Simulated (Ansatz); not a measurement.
**AlPt3N (built on the sites of a database entry of InNi3N): following an unstable mode**

Aim: this structure of AlPt3N (built on the sites of a database entry of InNi3N) is to be tested for unstable modes, and one is followed downhill.

Main program and level: Ansatz 0.2.0; DFT RPBE, scalar-relativistic, plane waves, PAW.

The structure was built from a prototype and need not be the compound's stable phase.

## 1. Set-up

Symmetry: Pm-3m, No. 221, cubic system. The conventional cell has a = 4.209 Å, b = 4.209 Å, c = 4.209 Å, α = 90.00°, β = 90.00°, γ = 90.00°. Al has 12 Pt at 2.98 Å nearest. Pt has 2 N at 2.10 Å nearest. N has 6 Pt at 2.10 Å nearest. Farther neighbours and most contacts between anions are not listed.

Coordinates:

```cif
data_structure
_symmetry_space_group_name_H-M 'P 1'
_symmetry_Int_Tables_number 1
_cell_length_a 4.2086
_cell_length_b 4.2086
_cell_length_c 4.2086
_cell_angle_alpha 90.000
_cell_angle_beta 90.000
_cell_angle_gamma 90.000
_cell_volume 74.55
loop_
_atom_site_label
_atom_site_type_symbol
_atom_site_fract_x
_atom_site_fract_y
_atom_site_fract_z
_atom_site_occupancy
Al1 Al 0.00000 0.00000 0.00000 1
Pt2 Pt 0.50000 0.50000 0.00000 1
Pt3 Pt 0.50000 0.00000 0.50000 1
Pt4 Pt 0.00000 0.50000 0.50000 1
N5 N 0.50000 0.50000 0.50000 1
```

## 2. Response at finite wavevector

The cell comes from relaxations at this level that are not shown. Stability and thermal properties need the whole zone. Linear response on a 4×4×4 q mesh gives force constants as far as a supercell of that size would.

File input.yaml:

```yaml
crystal:
  lattice:
    - [4.2086436197, 0.0, 0.0]
    - [0.0, 4.2086436197, 0.0]
    - [0.0, 0.0, 4.2086436197]
  atoms:
    - { symbol: Al, position: [0.0, 0.0, 0.0] }
    - { symbol: Pt, position: [0.5, 0.5, 0.0] }
    - { symbol: Pt, position: [0.5, 0.0, 0.5] }
    - { symbol: Pt, position: [0.0, 0.5, 0.5] }
    - { symbol: "N", position: [0.5, 0.5, 0.5] }
kpoints:
  mp_grid: { grid: [8, 8, 8] }
hamiltonian:
  xc: rpbe
scf:
  occupations: { method: methfessel_paxton, width: 0.2 }
output:
  eigenvalues: true
phonons:
  method: dfpt
  qmesh: [4, 4, 4]
  temperatures: { t_max: 1000, t_step: 50 }
  qpath:
    path:
      - [[0.0, 0.0, 0.0], [0.0, 0.5, 0.0], [0.5, 0.5, 0.0], [0.0, 0.0, 0.0], [0.5, 0.5, 0.5], [0.0, 0.5, 0.0]]
      - [[0.5, 0.5, 0.5], [0.5, 0.5, 0.0]]
    npoints: 10
```

Launch:

```
ansatz run input.yaml --threads 8 --pin off --max-ram 14336MiB --backend cpu --events-out ev --progress --plain --runs-dir out
```

Numbers of over 12 decimals in the logs are rounded to 6 here.

What it wrote:

```text
Engine: ansatz 0.2.0, aarch64-unknown-linux-gnu
Pseudopotentials: kind: paw
Pseudopotential: Al, paw, valence charge 3, recommended cutoff 420 eV (normal), Al.paw.azcp
Pseudopotential: Pt, paw, valence charge 18, recommended cutoff 420 eV (normal), Pt.paw.azcp
Pseudopotential: N, paw, valence charge 5, recommended cutoff 420 eV (normal), N.paw.azcp
Functional definition: RPBE
  parameter kappa = 0.804
  parameter beta = 0.066725
  exchange = rpbe_x(kappa = kappa, mu = beta*pi^2/3)
  correlation = pbe_c(beta = beta)
Crystal: 5 atoms, lattice volume = 74.546 Å³
Basis set: ecut = 420 eV, 1419 PW (Γ), exchange–correlation on 60×60×60 points (8 copies of the dense FFT grid, shifted against one another)
Bands: 38, of which v1, the nominal top of the filled ones, is band 31 counted from 1 (30 counted from 0)
Symmetry: 48 space group operations
k-points: 35 of 512
Non-local potential: Al, projectors of the file, l = 0: 2, l = 1: 2, l = 2: 1
Non-local potential: Pt, projectors of the file, l = 0: 3, l = 1: 2, l = 2: 2, l = 3: 1
Non-local potential: N, projectors of the file, l = 0: 2, l = 1: 2, l = 2: 1
PAW form: soft (Blöchl's): semilocal exchange-correlation on the pseudo side does not see the compensation charge
PAW frozen core: Al, regenerated for the run's functional, and the local potential with it (the file was generated under x = pbe(κ = 0.804, μ = 0.219515), c = pbe(β = 0.066725))
PAW frozen core: Pt, regenerated for the run's functional, and the local potential with it (the file was generated under x = pbe(κ = 0.804, μ = 0.219515), c = pbe(β = 0.066725))
PAW frozen core: N, regenerated for the run's functional, and the local potential with it (the file was generated under x = pbe(κ = 0.804, μ = 0.219515), c = pbe(β = 0.066725))
PAW one-centre angular grid: Al, 110 points (default); XC on 64 Gauss nodes
PAW one-centre angular grid: Pt, 590 points (default); XC on 64 Gauss nodes
PAW one-centre angular grid: N, 110 points (default); XC on 64 Gauss nodes
Initial density: superposition of atomic densities (neutral atoms: chi_scale 0, normalization atom), corrected by the library's trained network
Initial wavefunctions: pseudopotential atomic-orbital guess
Functional: x = rpbe, c = pbe(β = 0.066725)
SCF iter   1: F=—  HF=-38534.590149 eV  |F-HF|=—  |Δ(HF+E_count)|=         —  Δρ=1.18e-2  dr2=1.34e-1  ethr=1.77e-3  ⟨swp⟩=5.3  Hψ=4622  notcnv=0
preconditioner: auto → Kerker (q_TF=auto, 2.646 Å⁻¹)  [metal: Δε(μ)=0.060 eV  Ē_g=8.046 eV  σ=0.200 eV  W_gap=0.24  n_scr=26 (ndim 8)  ℏωp=26.5 eV  f_vac=0.000  D(μ)=1.99/eV (n_scr^D=18)]
SCF iter   2: F=—  HF=-38534.571293 eV  |F-HF|=—  |Δ(HF+E_count)|=   1.89e-2  S|Δr|=    0.00e0  Δρ=6.19e-3  dr2=4.36e-2  ethr=2.17e-4  ⟨swp⟩=1.0  Hψ=1610  notcnv=0
SCF iter   3: F=—  HF=-38534.561945 eV  |F-HF|=—  |Δ(HF+E_count)|=   9.35e-3  S|Δr|=    0.00e0  Δρ=1.26e-3  dr2=2.98e-3  ethr=7.04e-5  ⟨swp⟩=2.1  Hψ=1667  notcnv=0
SCF iter   4: F=—  HF=-38534.560841 eV  |F-HF|=—  |Δ(HF+E_count)|=   1.10e-3  S|Δr|=    0.00e0  Δρ=3.53e-4  dr2=1.09e-4  ethr=4.80e-6  ⟨swp⟩=2.0  Hψ=1663  notcnv=0
SCF iter   5: F=—  HF=-38534.560800 eV  |F-HF|=—  |Δ(HF+E_count)|=   4.14e-5  S|Δr|=    0.00e0  Δρ=5.98e-5  dr2=3.24e-6  ethr=1.76e-7  ⟨swp⟩=2.0  Hψ=1751  notcnv=0
SCF iter   6: F=—  HF=-38534.560793 eV  |F-HF|=—  |Δ(HF+E_count)|=   6.36e-6  S|Δr|=    0.00e0  Δρ=1.33e-5  dr2=1.31e-7  ethr=5.23e-9  ⟨swp⟩=2.5  Hψ=1937  notcnv=0
SCF iter   7: F=—  HF=-38534.560793 eV  |F-HF|=—  |Δ(HF+E_count)|=   2.31e-9  S|Δr|=    0.00e0  Δρ=2.66e-6  dr2=5.41e-9  ethr=2.11e-10  ⟨swp⟩=2.2  Hψ=1952  notcnv=0
SCF iter   8: F=—  HF=-38534.560793 eV  |F-HF|=—  |Δ(HF+E_count)|=  6.84e-10  S|Δr|=    0.00e0  Δρ=6.17e-7  dr2=2.67e-10  ethr=8.73e-12  ⟨swp⟩=2.0  Hψ=1694  notcnv=0
SCF iter   9: F=—  HF=-38534.560793 eV  |F-HF|=—  |Δ(HF+E_count)|=  4.37e-11  S|Δr|=    0.00e0  Δρ=1.38e-7  dr2=1.81e-11  ethr=1.00e-12  ⟨swp⟩=2.0  Hψ=2020  notcnv=0
SCF iter  10: F=-38534.560793 eV  HF=-38534.560793 eV  |F-HF|=7.28e-12  |Δ(HF+E_count)|=    0.00e0  S|Δr|=    0.00e0  Δρ=3.13e-8  dr2=7.58e-13  ethr=1.00e-12  ⟨swp⟩=8.7  Hψ=5453  notcnv=0
SCF 1 converged in 10 iterations: F = -38534.560793 eV  dr2 = 7.58e-13
  greatest PAW one-centre occupation: 1.000 electrons in one spin orbital (limit 2), on the Pt atom at site 3 (counted from 0), in its partial waves of l = 0
Initial density: read from a saved state, or passed on in memory by an earlier SCF of this step, an earlier step, the calling program or the single point that the run made first
iter 1 solved again at ethr=7.59e-8 eV; its pass at ethr=3.10e-3 eV (dr2=4.70e-5 eV) is discarded
SCF iter   1: F=—  HF=-38534.560796 eV  |F-HF|=—  |Δ(HF+E_count)|=         —  Δρ=5.36e-7  dr2=1.82e-10  ethr=7.59e-8  ⟨swp⟩=3.0  Hψ=7794  notcnv=0
eigensolver tolerance schedule: the retry pair's looser diagonalisation over-reported the residual by 258342.31 of it (diagonalisation noise at an unbounded share of the residual, at the tolerance the schedule requests for it); recorded, not acted on — ethr = c·dr2/N_el stays at c = 1.0e-1
preconditioner: auto → Kerker (q_TF=auto, 2.646 Å⁻¹)  [metal: Δε(μ)=0.009 eV  Ē_g=7.998 eV  σ=0.200 eV  W_gap=0.04  n_scr=26 (ndim 8)  ℏωp=26.5 eV  f_vac=0.000  D(μ)=2.30/eV (n_scr^D=18)]
SCF iter   2: F=—  HF=-38534.560793 eV  |F-HF|=—  |Δ(HF+E_count)|=   2.85e-6  S|Δr|=    0.00e0  Δρ=2.77e-7  dr2=4.02e-11  ethr=1.00e-12  ⟨swp⟩=3.1  Hψ=3353  notcnv=0
SCF iter   3: F=—  HF=-38534.560793 eV  |F-HF|=—  |Δ(HF+E_count)|=    0.00e0  S|Δr|=    0.00e0  Δρ=1.81e-7  dr2=1.71e-11  ethr=1.00e-12  ⟨swp⟩=3.3  Hψ=3107  notcnv=0
SCF iter   4: F=-38534.560793 eV  HF=-38534.560793 eV  |F-HF|=7.28e-12  |Δ(HF+E_count)|=  1.46e-11  S|Δr|=    0.00e0  Δρ=6.33e-8  dr2=2.19e-12  ethr=1.00e-12  ⟨swp⟩=2.0  Hψ=2559  notcnv=0
SCF 2 converged in 4 iterations: F = -38534.560793 eV  dr2 = 2.19e-12
  greatest PAW one-centre occupation: 1.000 electrons in one spin orbital (limit 2), on the Pt atom at site 2 (counted from 0), in its partial waves of l = 0
phonons: the bands overlap, so this run is a metal and interpolates without the dipole-dipole term. If the crystal is really an insulator or semiconductor, its LO-TO splitting is missing
NSCF: frozen V_eff on 35 k-points
NSCF: frozen V_eff on 125 k-points
DFPT response loops at q = (0, 0, 0) (fractional): preconditioner auto → Kerker (q_TF=auto, 2.646 Å⁻¹) (partly filled bands, converged f_vac=0.000); β = 1.00, the filter's whole step (`scf.mixing.beta` (0.50) is not read by the response loops under this deck's `scf.mixing.preconditioner`; to damp them name `kerker` or `kerker_dos`, under which they read `scf.mixing.beta`, and type it under 1.00, their step now; both keys bind the ground state too); Broyden in place of MSR1
NSCF: frozen V_eff on 400 k-points
DFPT response loops at q = (0, 0, 0.25) (fractional): mixed as the last ones told, above
NSCF: frozen V_eff on 250 k-points
DFPT response loops at q = (0, 0, -0.5) (fractional): mixed as the last ones told, above
NSCF: frozen V_eff on 640 k-points
DFPT response loops at q = (0, 0.25, 0.25) (fractional): mixed as the last ones told, above
NSCF: frozen V_eff on 400 k-points
DFPT response loops at q = (0, 0.25, -0.5) (fractional): mixed as the last ones told, above
NSCF: frozen V_eff on 250 k-points
DFPT response loops at q = (0, -0.5, -0.5) (fractional): mixed as the last ones told, above
NSCF: frozen V_eff on 1024 k-points
DFPT response loops at q = (0.25, 0.25, 0.25) (fractional): mixed as the last ones told, above
NSCF: frozen V_eff on 640 k-points
DFPT response loops at q = (0.25, 0.25, -0.5) (fractional): mixed as the last ones told, above
NSCF: frozen V_eff on 400 k-points
DFPT response loops at q = (0.25, -0.5, -0.5) (fractional): mixed as the last ones told, above
NSCF: frozen V_eff on 250 k-points
DFPT response loops at q = (-0.5, -0.5, -0.5) (fractional): mixed as the last ones told, above
SCF converged after 10 iterations
Stability not checked: this state was not tested for a lower state beside it, because cold or Methfessel-Paxton smearing, or corrected tetrahedra, fill the levels in a way that the test cannot read (fill_not_monotonic; see scf.lower_state_search)
Free energy (F): -38534.560793 eV
Harris-Foulkes:  -38534.560793 eV  (|F-HF|=7.28e-12)
Internal energy: -38534.564823 eV  (E = F + TS)
E sigma→0 (E₀):  -38534.561801 eV
Entropy (-TS):   0.004029 eV (0.806 meV/atom)
Fermi energy:    17.156097 eV
--- Per-component energies (eV) ---
  E_band       = -656.477069
  E_kinetic    = 2066.612846
  E_local      = -6712.338255  (includes V_loc(G=0)·N_el)
  E_nonlocal   = 654.710634
  E_hartree    = 2614.765977
  E_xc         = -883.352198
  E_vxc        = -1009.861124  (∫ρ·V_xc dr)
  E_paw        = -29001.949857  (= ΣΔE_a)
  E_vpaw       = -885.133882  (= ΣTr[D̂ρ^β])
  E_aug_tail   = 0.000732  (compensation charges beyond the density's cutoff)
  E_ewald      = -7272.867186
  E_core_change = -0.147516  (= ΣΔE_core)
  E_smearing   = 0.004029  (= −TS)
  E_closure    = -0.000000  (closes the sum)
  Σ components = -38534.560793   (vs F -38534.560793, Δ=0.00e0)
--- Band table (eV; the first three rows and the last of 35) ---
  k-point 0: bands = [... 27 lower, 16.3705, 16.4006, 16.4006, 16.4006, 17.9790, 17.9790, 17.9790, 18.4345, ... 3 higher]
  k-point 1: bands = [... 27 lower, 16.2471, 16.3249, 16.3249, 16.4009, 17.6208, 18.2945, 18.2945, 18.5615, ... 3 higher]
  k-point 2: bands = [... 27 lower, 15.8916, 16.1711, 16.1711, 16.4016, 17.5610, 18.5789, 19.0912, 19.0912, ... 3 higher]
  k-point 34: bands = [... 27 lower, 15.0251, 16.2060, 16.2060, 16.2060, 17.9177, 17.9177, 17.9177, 18.4578, ... 3 higher]
--- Phonons (Γ-DFPT): 4 representative perturbations + reference (Σ response iterations 14) ---
  ASR residual: 5.603e-5 → 0.000e0 eV/Å²; symmetrization residual: 4.174e-6 eV/Å²
  ASR residual per site (eV/Å²): 3.48e-5 2.54e-5 2.54e-5 2.54e-5 5.60e-5
  Γ frequencies (cm⁻¹): -139.68 -139.68 -139.68 -96.30 -96.30 -96.30 0.00 0.00 0.00 61.61 61.61 61.61 271.18 271.18 271.18
--- Phonons (arbitrary-q DFPT): 10 irreducible q on the 4×4×4 mesh ---
  q = [0.0000, 0.0000, 0.0000] (star 1, of the zone-centre solve; hermiticity 5.94e-7, symmetrization 9.29e-13): -139.68 -139.68 -139.68 -96.30 -96.30 -96.30 -0.00 -0.00 0.00 61.61 61.61 61.61 271.18 271.18 271.18
  q = [0.0000, 0.0000, 0.2500] (star 6, 9 solved perturbations in 1560 linear systems a pass and spin channel, the states on 200 of 512 k-point pairs; hermiticity 6.47e-7, symmetrization 3.27e-13): -126.50 -126.50 -86.06 -86.06 -84.67 -34.61 -22.49 -22.49 62.55 62.55 99.22 125.07 279.74 279.74 400.61
  q = [0.0000, 0.0000, -0.5000] (star 3, 9 solved perturbations in 975 linear systems a pass and spin channel, the states on 125 of 512 k-point pairs; hermiticity 5.89e-7, symmetrization 1.13e-12): -105.66 -105.66 -83.36 -69.51 -69.51 -32.25 -32.25 46.42 62.97 62.97 139.09 158.71 290.00 290.00 513.28
  q = [0.0000, 0.2500, 0.2500] (star 12, 9 solved perturbations in 2460 linear systems a pass and spin channel, the states on 320 of 512 k-point pairs; hermiticity 6.41e-7, symmetrization 1.91e-13): -109.18 -88.86 -83.94 -69.73 -68.87 -39.43 11.49 54.52 69.74 106.63 109.37 142.04 288.61 394.83 395.49
  q = [0.0000, 0.2500, -0.5000] (star 12, 15 solved perturbations on 200 of 512 k-point pairs; hermiticity 5.86e-7, symmetrization 4.71e-14): -93.84 -81.80 -67.77 -65.50 -53.05 -52.71 64.46 76.89 79.52 88.51 125.62 158.63 299.51 385.07 503.08
  q = [0.0000, -0.5000, -0.5000] (star 3, 9 solved perturbations in 975 linear systems a pass and spin channel, the states on 125 of 512 k-point pairs; hermiticity 4.70e-7, symmetrization 1.41e-13): -73.48 -67.66 -67.66 -67.55 -66.97 -66.97 81.11 85.84 86.35 86.35 119.34 161.79 307.96 491.96 491.96
  q = [0.2500, 0.2500, 0.2500] (star 8, 4 solved perturbations in 1376 linear systems a pass and spin channel, the states on 512 of 512 k-point pairs; hermiticity 3.19e-7, symmetrization 5.15e-13): -93.08 -84.51 -84.51 -49.80 -49.80 18.31 57.83 57.83 98.14 98.14 116.30 155.98 383.50 383.50 394.66
  q = [0.2500, 0.2500, -0.5000] (star 12, 9 solved perturbations in 2460 linear systems a pass and spin channel, the states on 320 of 512 k-point pairs; hermiticity 3.11e-7, symmetrization 5.49e-13): -86.78 -82.33 -63.30 -25.75 -25.65 59.84 67.96 84.67 85.80 88.49 111.48 165.96 372.70 384.35 497.67
  q = [0.2500, -0.5000, -0.5000] (star 6, 9 solved perturbations in 1560 linear systems a pass and spin channel, the states on 200 of 512 k-point pairs; hermiticity 4.00e-7, symmetrization 1.52e-13): -73.02 -73.02 -66.71 32.29 32.29 48.73 70.29 70.29 86.17 89.53 119.37 176.79 380.58 492.83 492.83
  q = [-0.5000, -0.5000, -0.5000] (star 1, 4 solved perturbations in 350 linear systems a pass and spin channel, the states on 125 of 512 k-point pairs; hermiticity 3.53e-7, symmetrization 1.40e-12): -65.74 -65.74 -65.74 -27.91 -27.91 -27.91 83.84 83.84 83.84 120.36 120.36 190.16 489.36 489.36 489.36
  sum rule: each row above includes the acoustic sum rule's correction from the zone centre's row sums; it moved no ω² by more than (1.04 cm⁻¹)²
  mesh force constants: q→R imaginary residual 5.76e-19; ASR residual 5.603e-5 → 0.000e0 eV/Å²; symmetrization residual 1.599e-14 eV/Å²
  interpolated dispersion: 62 rows × 15 modes
  density of states and harmonic sums: on the 16×16×16 q-mesh, interpolated from the force constants of a 4×4×4 supercell (no non-analytic term)
  largest difference from the sums on the solved wave vectors: F 4.08e-2 eV, S 5.29e-5 and C_V 1.44e-5 eV/K
  zero-point energy: 0.107808 eV/cell   skipped modes (ω ≤ 0): 931, of them read as no rigid motion or as one in doubt: 928 (5.546e0 modes/cell left out, lowest -139.68 cm⁻¹)   left out of the sums: 3.70e-1 of the cell's modes: C_V's classical limit lies that fraction below 3 k_B per atom; for a crystal, a wire or a layer, F and S can be off by more, and a phonons.interpolated_qmesh denser along its periods is the remedy for the sampling
```

The job ended after 8.5 min (8 threads of Arm Neoverse V2, shared host; peak memory 3.2 GiB; 65 min of CPU time).

Numbers from this step:

| Item | Value |
| --- | --- |
| volume per atom | 14.91 Å³ |
| gap on the k-mesh | 0 eV |
| sum-rule residual before enforcement | 5.60e-5 eV/Å² |
| lowest frequency on the path | -139.7 cm⁻¹ |
| point group | m-3m |
| highest frequency on the path or at a solved wavevector | 513.3 cm⁻¹ |
| highest optical mode at the zone centre (no LO-TO term) | 271.2 cm⁻¹ |
| lowest optical zone-centre mode | -139.7 cm⁻¹ |
| lowest mode on the q mesh (acoustic modes at Γ apart) | -139.7 cm⁻¹ |

Frequencies (cm⁻¹) solved at each irreducible wavevector; negative means imaginary. Frequencies by wavevector, by row:

```tsv
q in reciprocal lattice units	star	mode 1	mode 2	mode 3	mode 4	mode 13	mode 14	mode 15
0 0 0	1	-139.7	-139.7	-139.7	-96.3	271.2	271.2	271.2
0 0 0.25	6	-126.5	-126.5	-86.1	-86.1	279.7	279.7	400.6
0 0 -0.5	3	-105.7	-105.7	-83.4	-69.5	290	290	513.3
0 0.25 0.25	12	-109.2	-88.9	-83.9	-69.7	288.6	394.8	395.5
0 0.25 -0.5	12	-93.8	-81.8	-67.8	-65.5	299.5	385.1	503.1
0 -0.5 -0.5	3	-73.5	-67.7	-67.7	-67.5	308	492	492
0.25 0.25 0.25	8	-93.1	-84.5	-84.5	-49.8	383.5	383.5	394.7
0.25 0.25 -0.5	12	-86.8	-82.3	-63.3	-25.8	372.7	384.4	497.7
0.25 -0.5 -0.5	6	-73	-73	-66.7	32.3	380.6	492.8	492.8
-0.5 -0.5 -0.5	1	-65.7	-65.7	-65.7	-27.9	489.4	489.4	489.4
```

Interpolated from a 4×4×4 q mesh. The phonon branches at the labelled points (cm⁻¹):

```tsv
point	branch 1	branch 2	branch 3	branch 4	branch 12	branch 13	branch 14	branch 15
Γ	-140	-140	-140	-96	62	271	271	271
halfway	-126	-126	-86	-86	125	280	280	401
X	-106	-106	-83	-70	159	290	290	513
halfway	-94	-82	-68	-66	159	300	385	503
M	-74	-68	-68	-68	162	308	492	492
halfway	-109	-89	-84	-70	142	289	395	396
Γ	-140	-140	-140	-96	62	271	271	271
halfway	-93	-84	-84	-50	156	384	384	395
R	-66	-66	-66	-28	190	489	489	489
halfway	-87	-82	-63	-26	166	373	384	498
X	-106	-106	-83	-70	159	290	290	513
jump to R	-66	-66	-66	-28	190	489	489	489
halfway	-73	-73	-67	32	177	381	493	493
M	-74	-68	-68	-68	162	308	492	492
```

Symmetry leaves 10 wavevectors to solve. The lowest mode among them, the acoustic zeros apart, lies at Γ and is imaginary, 139.7i cm⁻¹, so the energy falls along it.

## 3. The mode frozen in, largest atomic shift 0 Å

The mode followed lies at q = (0, 0, -0.5) with frequency 105.7i cm⁻¹ and is 2-fold degenerate, one of the unstable modes though not the softest. At small amplitude the distorted cell has space group no. 51 by a symmetry search on the positions. The undistorted cell that holds it gives the zero of energy on the same k mesh.

System of this step: AlPt3N (built on the sites of a database entry of InNi3N). Symmetry: Pm-3m, No. 221, cubic system. The conventional cell has a = 4.209 Å, b = 4.209 Å, c = 4.209 Å, α = 90.00°, β = 90.00°, γ = 90.00°. Al has 12 Pt at 2.98 Å nearest. Nearest to Pt lie 2 N at 2.10 Å. Pt has 2 N at 2.10 Å nearest. Nearest to N lie 6 Pt at 2.10 Å. Farther neighbours and most contacts between anions are not listed.

File input.yaml:

```yaml
crystal:
  lattice:
    - [4.2086436197, 0.0, 0.0]
    - [0.0, 4.2086436197, 0.0]
    - [0.0, 0.0, 8.4172872394]
  atoms:
    - { symbol: Al, position: [0.0, 0.0, 0.0] }
    - { symbol: Al, position: [0.0, 0.0, 0.5] }
    - { symbol: Pt, position: [0.5, 0.5, 0.5] }
    - { symbol: Pt, position: [0.5, 0.5, 0.0] }
    - { symbol: Pt, position: [0.5, 0.0, 0.25] }
    - { symbol: Pt, position: [0.5, 0.0, 0.75] }
    - { symbol: Pt, position: [0.0, 0.5, 0.25] }
    - { symbol: Pt, position: [0.0, 0.5, 0.75] }
    - { symbol: "N", position: [0.5, 0.5, 0.25] }
    - { symbol: "N", position: [0.5, 0.5, 0.75] }
kpoints:
  mp_grid: { grid: [8, 8, 4] }
hamiltonian:
  xc: rpbe
scf:
  occupations: { method: methfessel_paxton, width: 0.2 }
output:
  forces: true
  stress: true
  eigenvalues: true
```

What it wrote:

```text
[...]
Crystal: 10 atoms, lattice volume = 149.093 Å³
Basis set: ecut = 420 eV, 2881 PW (Γ), exchange–correlation on 60×60×120 points (8 copies of the dense FFT grid, shifted against one another)
Bands: 75, of which v1, the nominal top of the filled ones, is band 62 counted from 1 (61 counted from 0)
Symmetry: 32 space group operations
[...]
k-points: 45 of 256
[...]
k-point 0: bands = [... 58 lower, 16.4006, 16.4006, 16.4006, 16.4026, 17.9790, 17.9790, 17.9790, 18.0116, ... 9 higher]
  k-point 1: bands = [... 58 lower, 16.3249, 16.3249, 16.4009, 16.4023, 17.6208, 17.7824, 18.2945, 18.2945, ... 9 higher]
  k-point 2: bands = [... 58 lower, 16.1711, 16.1711, 16.4016, 16.4016, 17.5610, 17.5610, 18.5789, 18.5789, ... 9 higher]
  k-point 44: bands = [... 58 lower, 16.6851, 16.6851, 16.6851, 16.6851, 17.0981, 17.0981, 19.1976, 19.1976, ... 9 higher]
[key lines of the parts left out:]
SCF converged after 7 iterations
Free energy (F): -77069.121586 eV
Fermi energy:    17.156107 eV
P = ⅓ Tr σ = -0.0003 GPa (-0.003 kbar)
```

The job ended after 3.4 s (8 threads; peak memory 0.93 GiB; 24 s of CPU time).

This step gave:

```yaml
pressure: -2.83e-4 GPa
energy_from_the_undistorted_cell: 0 meV/atom
```

The run ends at a pressure of 0.00 GPa.

(Part 1 of 2 ends here.)

[Logs are printed without paths, hosts, clocks, repeated set-up lines and the standing remarks that a program may print on its own settings, such as how far it seeks lower states.]

[Hosts, paths, dates, database ids (printed as entryN), source tags and the programs' standing remarks are cut or masked in the printed files.]
